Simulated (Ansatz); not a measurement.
# Decaying states in the gap of Cs2CaBr2Cl2

Wanted: the relaxed cell of Cs2CaBr2Cl2, its band edges and its decay constants. It is built by putting Br for I, Ca for Pb in the Cs2PbI2Cl2 structure of space group I4/mmm, with the volume rescaled by atomic radii. The parent structure comes from the Materials Project.

Main program and level: Ansatz 0.2.0; PBE DFT, plane waves, PAW files, in the first sound run; inputs show where later runs differ.

Report form: the programs' logs are mostly left out.

The structure was built from a prototype and need not be the compound's stable phase.

### Step 1. Set-up

Symmetry: I4/mmm, No. 139, tetragonal system. Conventional cell: a = 5.756 Å, b = 5.756 Å, c = 19.444 Å, α = 90.00°, β = 90.00°, γ = 90.00°. Nearest to Cs lie 4 Cl at 3.85 Å and 5 Br at 3.93 to 4.13 Å. Nearest to Ca lie 4 Cl at 2.88 Å and 2 Br at 3.23 Å. Br has 1 Ca at 3.23 Å and 5 Cs at 3.93 to 4.13 Å nearest. Nearest to Cl lie 2 Ca at 2.88 Å and 4 Cs at 3.85 Å. It derives from Cs2PbI2Cl2. Br for I, Ca for Pb in the Cs2PbI2Cl2 structure of space group I4/mmm. Farther neighbours and most contacts between anions are not listed.

### Step 2. Relaxing the new crystal

The substituted atoms don't fit the parent's cell, so cell and atoms relax together. A small smearing keeps the run stable in case the gap closes on the way.

input.yaml reads:

```yaml
crystal:
  lattice:
    - [-2.8777988169, 2.8777988169, 9.7222060258]
    - [2.8777988169, -2.8777988169, 9.7222060258]
    - [2.8777988169, 2.8777988169, -9.7222060258]
  atoms:
    - { symbol: Cs, position: [0.368645, 0.368645, 0.0] }
    - { symbol: Cs, position: [0.631355, 0.631355, 0.0] }
    - { symbol: Ca, position: [0.0, 0.0, 0.0] }
    - { symbol: Br, position: [0.166328, 0.166328, 0.0] }
    - { symbol: Br, position: [0.833672, 0.833672, 0.0] }
    - { symbol: Cl, position: [0.5, 0.0, 0.5] }
    - { symbol: Cl, position: [0.0, 0.5, 0.5] }
kpoints:
  mp_grid: { grid: [6, 6, 6] }
scf:
  occupations: { method: gaussian, width: 0.03 }
hamiltonian:
  xc: pbe
output:
  forces: true
  stress: true
relax:
  f_tol: 0.02
  max_steps: 60
  cell: {}
```

Command:

```
ansatz run input.yaml --threads 2 --pin off --max-ram 4096MiB --backend cpu --events-out ev --progress --plain --runs-dir out
```

Elapsed: 56 s, on 2 threads of Arm Neoverse V2, shared host; peak memory 0.71 GiB; 1.8 min of CPU time.

Relaxation path:

| step | energy less that of the first step (eV) | largest force component (eV/Å) | pressure (GPa) | volume (Å³) |
| --- | --- | --- | --- | --- |
| 1 | 0.0000 | 0.6591 | -2.15 | 322.07 |
| 2 | -0.3473 | 0.3869 | -1.52 | 303.59 |
| 3 | -0.5044 | 0.2135 | 0.51 | 269.23 |
| 4 | -0.5319 | 0.0300 | -0.16 | 276.38 |
| 5 | -0.5349 | 0.0209 | -0.06 | 274.63 |
| 6 | -0.5362 | 0.0090 | 0.00 | 273.41 |
| 7* | -0.5351 | 0.0090 | 0.00 | 273.41 |

Relaxation steps marked * repeat the geometry before them on a plane-wave basis chosen anew for their cell, so energy and pressure can jump there.

Forces are held to the 16 operations that the run works with; a distortion that breaks them can't arise in this run.

| conventional cell, symmetrised | before | after | change |
| --- | --- | --- | --- |
| a (Å) | 5.756 | 5.456 | -5.2 % |
| b (Å) | 5.756 | 5.456 | -5.2 % |
| c (Å) | 19.444 | 18.373 | -5.5 % |
| volume (Å³/atom) | 46.01 | 39.06 | -15.1 % |

The atoms that moved most (Å, as changes of fractional coordinates times the final cell):

| atom | dx | dy | dz | length |
| --- | --- | --- | --- | --- |
| Cs2 | 0.000 | 0.000 | 0.174 | 0.174 |
| Cs1 | 0.000 | 0.000 | -0.174 | 0.174 |
| Br5 | 0.000 | 0.000 | 0.137 | 0.137 |
| Br4 | 0.000 | 0.000 | -0.137 | 0.137 |

This step gave:

* free energy: -20898.4843 eV
* Fermi energy: 3.932 eV
* pressure: 0.004173 GPa

The largest force component on a free atom ends at 0.0090 eV/Å.

### Step 3. The bulk crystal and its band edges

The energy window and the wavevectors of the next steps follow from the band edges, so these are searched first, off the mesh as well.

input.yaml reads:

```yaml
crystal:
  lattice:
    - [-2.7277540709, 2.7277540709, 9.1862755171]
    - [2.7277540709, -2.7277540709, 9.1862755171]
    - [2.7277540709, 2.7277540709, -9.1862755171]
  atoms:
    - { symbol: Cs, position: [0.3591734893, 0.3591734893, 0.0] }
    - { symbol: Cs, position: [0.6408265107, 0.6408265107, 0.0] }
    - { symbol: Ca, position: [0.0, 0.0, 0.0] }
    - { symbol: Br, position: [0.15889691, 0.15889691, 0.0] }
    - { symbol: Br, position: [0.84110309, 0.84110309, 0.0] }
    - { symbol: Cl, position: [0.5, 0.0, 0.5] }
    - { symbol: Cl, position: [0.0, 0.5, 0.5] }
kpoints:
  mp_grid: { grid: [6, 6, 6] }
  band_path: { path: [VBM, CBM], npoints: 30 }
scf:
  occupations: { method: fixed }
hamiltonian:
  xc: pbe
output:
  eigenvalues: true
  write_potential: true
  write_density: true
  volumetric_format: npy
  elf: true
```

Wall time 24 s (2 threads); peak memory 0.61 GiB.

Numbers from this step:

```
free energy         : -20898.4845 eV
Fermi energy        : 1.605 eV
gap on the k-mesh   : 4.654 eV
gap on path         : 4.654 eV, by band count; negative where bands overlap
direct gap on path  : 4.700 eV
edge places on path : 0, 0.8144 1/A along the path
```

Electronic bands along the path, in eV, zero at the Fermi level (highest filled level under fixed occupations); v1 is the highest filled band, c1 the lowest empty one:

| point | v4 | v3 | v2 | v1 | c1 | c2 | c3 | c4 |
| --- | --- | --- | --- | --- | --- | --- | --- | --- |
| VBM | -0.29 | -0.16 | -0.16 | 0.00 | 5.96 | 6.04 | 6.54 | 6.55 |
| halfway | -0.37 | -0.18 | -0.14 | -0.12 | 5.65 | 5.73 | 5.86 | 5.92 |
| CBM | -0.23 | -0.13 | -0.05 | -0.05 | 4.65 | 5.13 | 5.39 | 5.39 |

ELF in the ab plane of the cell as run, not the conventional one, at fractional z = 0.000, with atoms of Cs and Ca and Br within 0.2 Å of it. It is the smooth field of the valence electrons, not physical close to the nuclei.

Ten even steps from '_' (0.00) to '@' (0.89), each cell a mean:
```
@@@@@@==..--**##%%##++--..______::**%%@@@@@@@@%%==::**@@
@@@@@@##::__..--====::..________..==%%@@@@%%##@@@@++::++
--**##**::________________....____..++%%@@##::::##@@**::
::..::::..____________..::++++++::__..++@@@@--__..##@@**
**::__________________..++%%@@@@%%++....++@@%%--..--@@@@
%%++..________________..**@@@@@@@@@@##::..++%%@@##**%%@@
@@**--__________________--%%@@%%####@@%%==..--%%@@@@@@@@
%%**--__________________..**@@@@==..==@@@@==..::**%%@@@@
##==..____________________::%%@@##..__==@@@@==__..==####
==::____........____________--%%@@##--::##@@%%--____::==
..____..--**##**==..__________--##@@@@##%%@@@@##::______
______..++%%@@@@@@##==..________::**@@@@@@@@@@##--______
______..++@@@@@@@@@@@@**::__________--**%%@@%%**::______
::..____--%%@@@@****@@@@##--__________..--====--..____..
**++--____==@@@@++__::##@@%%::______________________::==
%%%%##++....++@@%%--__::%%@@**..__________________..==##
@@@@@@@@##::..++@@%%++--##@@@@==__________________..++%%
@@@@@@@@@@%%--..==%%@@%%%%@@@@##::________________..==%%
@@@@**--**@@%%==..--##@@@@@@@@##--__________________::**
##@@##..__==@@%%++....++##%%%%**::____________________::
::##@@**..__++@@%%++..__::----::..______________--====..
--::##@@##====@@@@%%==______________..::..____..++%%%%##
@@++::++@@@@@@@@@@@@##--________..::++****==::__--%%@@@@
%%@@++..==%%@@@@@@%%##==..______::++##%%%%%%##--..**@@@@
```
Columns run along a (10.0 Å), rows up along b (10.0 Å). Atoms in or near the plane, at fractional coordinates: Cs at (0.36, 0.36), Cs at (0.64, 0.64), Ca at (0.00, 0.00), Br at (0.16, 0.16), Br at (0.84, 0.84).

Electrostatic potential energy in the ab plane of the cell as run, not the conventional one, at fractional z = 0.000, with atoms of Cs and Ca and Br within 0.2 Å of it. With pseudopotentials it is smooth inside the atoms' cores, unlike the true potential.

Values in eV, 13 rows by 16 columns, each cell a mean:
```
-51 -32  -2   6   7   7   7   7   7   8   6  -5 -23  -6   1 -22
 -6 -13  -4   4   7   7   6   5   5   6   7  -2 -51 -57 -22   2
  5   4   3   5   7   7   5   0  -7  -4   4   6 -10 -50 -57 -11
  5   7   7   7   7   7   6   0 -19 -21 -16  -1   6   1 -16  -7
  7   7   7   7   7   8   7   5  -8 -19 -18 -19  -1   6   7   6
  8   7   5   3   4   6   7   7   5  -7 -19 -21 -14   3   7   8
  8   7   3  -8 -15  -7   3   6   7   6   0  -9  -8   2   6   7
  8   7   5  -6 -21 -19 -15   0   6   7   7   6   4   5   6   7
  5   6   7   4 -12 -19 -18 -16   2   7   8   7   7   7   7   7
 -4 -29 -14   5   4  -8 -18 -20  -5   5   7   7   7   6   7   6
  1 -44 -60 -33   4   6   2  -3   0   4   7   7   5   2   2   4
 -2  -4 -41 -58 -16   6   7   6   6   6   7   7   5  -1 -16 -18
-42  -7   2  -9  -6   5   8   8   7   7   7   6   6   3 -18 -55
```
Columns run along a (10.0 Å; values clipped at the 3rd and 97th percentile), rows up along b (10.0 Å). Atoms in or near the plane, at fractional coordinates: Cs at (0.36, 0.36), Cs at (0.64, 0.64), Ca at (0.00, 0.00), Br at (0.16, 0.16), Br at (0.84, 0.84).

Valence density in the ab plane of the cell as run, not the conventional one, at fractional z = 0.000, with atoms of Cs and Ca and Br within 0.2 Å of it. It is the smooth field of the valence electrons, not physical close to the nuclei.

Ten steps, logarithmic in the rise over the least value, from '0' (0.0 e/Å³) to '9' (6.2 e/Å³), each cell a mean:
```
9974212232210000013455543368
8885211111110000012456664335
3565310000011100001356556532
2223210000011222101246534653
2111110000012344321124654564
3100000000012456553212456665
3210000000001356665421234555
3210000000001256545642112344
2110000000000135642564210122
1111111000000013565565310001
0001123221000001356666421000
0001234443100000124555431000
0000245665421000001234321000
0000135666653100000012211000
1100024653465310000000000111
3321112565256521000000000112
4444211256556642000000000013
4566532124566653100000000013
4566654212345543100000100012
3565455421123332100000111111
2356446531001111100000123442
4235666643100000111100024676
8533456653200000011221114799
9852234443210000012333222589
```
Columns run along a (10.0 Å), rows up along b (10.0 Å). Atoms in or near the plane, at fractional coordinates: Cs at (0.36, 0.36), Cs at (0.64, 0.64), Ca at (0.00, 0.00), Br at (0.16, 0.16), Br at (0.84, 0.84).

The searched edges give 4.65 eV, as on the mesh.

### Step 4. Complex bands

This step: PBE DFT, plane waves, PAW files; complex bands by layer matching along the plane's normal (Ansatz 0.2.0).

The same crystal is laid in a cell whose first two vectors span the (001) plane (indices of the standard conventional cell, whose axes can be ordered otherwise than in the bulk input). At fixed energy and wavevector in the plane the solver finds all kz, real and complex. A few wavevectors are listed, (0, 0) and (-0.5, -0.5) in units of the plane's reciprocal vectors; the slowest state needn't be among them.

input.yaml reads:

```yaml
crystal:
  lattice:
    - [5.455508142, 0.0, 0.0]
    - [0.0, 5.455508142, 0.0]
    - [2.727754071, 2.727754071, 9.186275517]
  atoms:
    - { symbol: Cs, position: [0.6408265107, 0.6408265107, 0.7183469786] }
    - { symbol: Cs, position: [0.3591734893, 0.3591734893, 0.2816530214] }
    - { symbol: Ca, position: [0.0, 0.0, 0.0] }
    - { symbol: Br, position: [0.84110309, 0.84110309, 0.31779382] }
    - { symbol: Br, position: [0.15889691, 0.15889691, 0.68220618] }
    - { symbol: Cl, position: [0.0, 0.5, 0.0] }
    - { symbol: Cl, position: [0.5, 0.0, 0.0] }
kpoints:
  mp_grid: { grid: [6, 6, 6] }
scf:
  occupations: { method: fixed }
hamiltonian:
  xc: pbe
output:
  eigenvalues: true
  transmission:
    leads: [[0, 0]]
    kpoints: [[0.0, 0.0], [-0.5, -0.5]]
    e_range: [-1.0, 5.65]
    de: 0.11
```

Elapsed: 95 s, on 2 threads; peak memory 1.1 GiB; 2.6 min of CPU time.

Numbers from this step:

```yaml
free_energy: -20898.4846 eV
gap_on_the_k_mesh: 4.653 eV
level_to_which_the_leads_are_filled: 2.327 eV from the Fermi level
decay_constant_at_the_filling_level_zone_centre: 0.3429 Å⁻¹
decay_constant_at_the_filling_level_slowest_listed_point: 0.3429 Å⁻¹
```

K parallel (0, 0); values up to 1.5 1/Å, a degenerate pair printed once or twice; energies at which all values exceed this have no row. The Im kz of the slowest decaying states by energy, zero at the highest filled level on the SCF mesh:

| energy (eV) | decay 1 (Å⁻¹) | decay 2 (Å⁻¹) | decay 3 (Å⁻¹) | decay 4 (Å⁻¹) |
| --- | --- | --- | --- | --- |
| -1.000 | 0.225 | 0.249 | 0.464 | 0.582 |
| -0.450 | 0.0954 | 0.359 | 0.387 | 0.555 |
| -0.010 | 0.142 | 0.178 | 0.420 | 0.594 |
| 0.540 | 0.280 | 0.456 | 0.481 | 0.688 |
| 0.980 | 0.320 | 0.469 | 0.532 | 0.729 |
| 1.530 | 0.342 | 0.475 | 0.554 | 0.756 |
| 1.970 | 0.346 | 0.473 | 0.555 | 0.762 |
| 2.520 | 0.338 | 0.464 | 0.541 | 0.719 |
| 2.960 | 0.321 | 0.452 | 0.521 | 0.677 |
| 3.510 | 0.285 | 0.432 | 0.485 | 0.617 |
| 3.950 | 0.238 | 0.411 | 0.444 | 0.560 |
| 4.500 | 0.122 | 0.375 | 0.377 | 0.472 |
| 5.050 | 0.257 | 0.334 | 0.352 | 0.413 |
| 5.490 | 0.0408 | 0.194 | 0.288 | 0.345 |

K parallel (-0.5, -0.5); values up to 1.5 1/Å, a degenerate pair printed once or twice; energies at which all values exceed this have no row. Table of Im kz of the slowest decaying states by energy, zero at the highest filled level on the SCF mesh:

| energy (eV) | decay 1 (Å⁻¹) | decay 2 (Å⁻¹) | decay 3 (Å⁻¹) | decay 4 (Å⁻¹) |
| --- | --- | --- | --- | --- |
| -1.00 | 0.315 | 0.519 | 0.905 | 1.27 |
| -0.78 | 0.223 | 0.696 | 1.27 | 1.30 |
| -0.45 | 0.183 | 0.364 | 0.876 | 1.25 |
| -0.23 | 0.306 | 0.936 | 1.24 | 1.29 |
| -0.01 | 0.359 | 0.968 | 1.22 | 1.27 |
| 0.10 | 0.216 | 0.378 | 0.979 | 1.22 |
| 0.32 | 0.345 | 0.408 | 0.995 | 1.20 |
| 0.54 | 0.410 | 0.430 | 1.01 | 1.18 |
| 0.87 | 0.455 | 0.468 | 1.01 | 1.15 |
| 1.09 | 0.467 | 0.493 | 1.01 | 1.13 |
| 1.42 | 0.482 | 0.519 | 1.01 | 1.10 |
| 1.64 | 0.489 | 0.530 | 1.00 | 1.08 |
| 1.86 | 0.495 | 0.538 | 0.997 | 1.06 |
| 2.19 | 0.502 | 0.545 | 0.981 | 1.02 |
| 2.41 | 0.505 | 0.546 | 0.967 | 0.998 |
| 2.74 | 0.508 | 0.544 | 0.943 | 0.959 |
| 2.96 | 0.509 | 0.541 | 0.924 | 0.932 |
| 3.18 | 0.509 | 0.535 | 0.903 | 0.903 |
| 3.51 | 0.507 | 0.523 | 0.858 | 0.869 |
| 3.73 | 0.505 | 0.513 | 0.827 | 0.844 |
| 4.06 | 0.494 | 0.501 | 0.776 | 0.803 |
| 4.28 | 0.479 | 0.497 | 0.740 | 0.774 |
| 4.50 | 0.461 | 0.493 | 0.702 | 0.743 |
| 4.83 | 0.428 | 0.487 | 0.638 | 0.692 |
| 5.05 | 0.402 | 0.485 | 0.589 | 0.654 |
| 5.38 | 0.350 | 0.494 | 0.589 | 0.899 |
| 5.60 | 0.302 | 0.462 | 0.536 | 0.882 |

At the listed wavevectors the last open channel is at -0.01 eV and the next at +4.72 eV on the grid. At +2.30 eV, the grid energy nearest the filling level (the middle of the gap on the SCF mesh), the slowest state at the listed wavevectors decays with κ = 0.343 Å⁻¹, its amplitude falling by e over 2.9 Å. Through 1 nm of this crystal that state's transmission falls by exp(−2 × 0.343 Å⁻¹ × 10 Å) = 0.0011.

### Step 5. Decay over the two-dimensional zone

The listed points could miss the slowest state, so one energy near mid-gap is solved on a mesh of 6×6.

Changes to input.yaml since step 4:

```diff
@@ -21,6 +21,2 @@
   eigenvalues: true
-  transmission:
-    leads: [[0, 0]]
-    kpoints: [[0.0, 0.0], [-0.5, -0.5]]
-    e_range: [-1.0, 5.65]
-    de: 0.11
+  transmission: { leads: [[0, 0]], kmesh: [6, 6], e_range: [2.33, 2.34], de: 0.05 }
```

Run time: 46 s. Hardware: 2 threads; peak memory 1.2 GiB.

This step gave:

* least decay constant on the mesh: 0.3423 Å⁻¹

Slowest decay constant (1/Å; 0 where a channel is open) over k1 and k2. At 2.3300 eV from the Fermi level.

Values, 6 rows by 6 columns:
```
0.537 0.534 0.465 0.444 0.465 0.534
0.596 0.465 0.399 0.373 0.399 0.465
0.530 0.444 0.373 0.342 0.373 0.444
0.596 0.465 0.399 0.373 0.399 0.465
0.537 0.534 0.465 0.444 0.465 0.534
0.504 0.537 0.596 0.530 0.596 0.537
```
Columns: k1 (b1) from -0.5 to 0.333; rows upwards: k2 (b2) from -0.5 to 0.333.

The least value on the mesh is 0.342 Å⁻¹ at +2.33 eV. At that energy the listed points give about 0.342 Å⁻¹ by interpolation, so the mesh holds no clearly slower state.

(Continued in part 2 of 2.)

[Logs are printed without paths, hosts, clocks, repeated set-up lines and the standing remarks that a program may print on its own settings, such as how far it seeks lower states.]

[Hosts, paths, dates, database ids (printed as entryN), source tags and the programs' standing remarks are cut or masked in the printed files.]
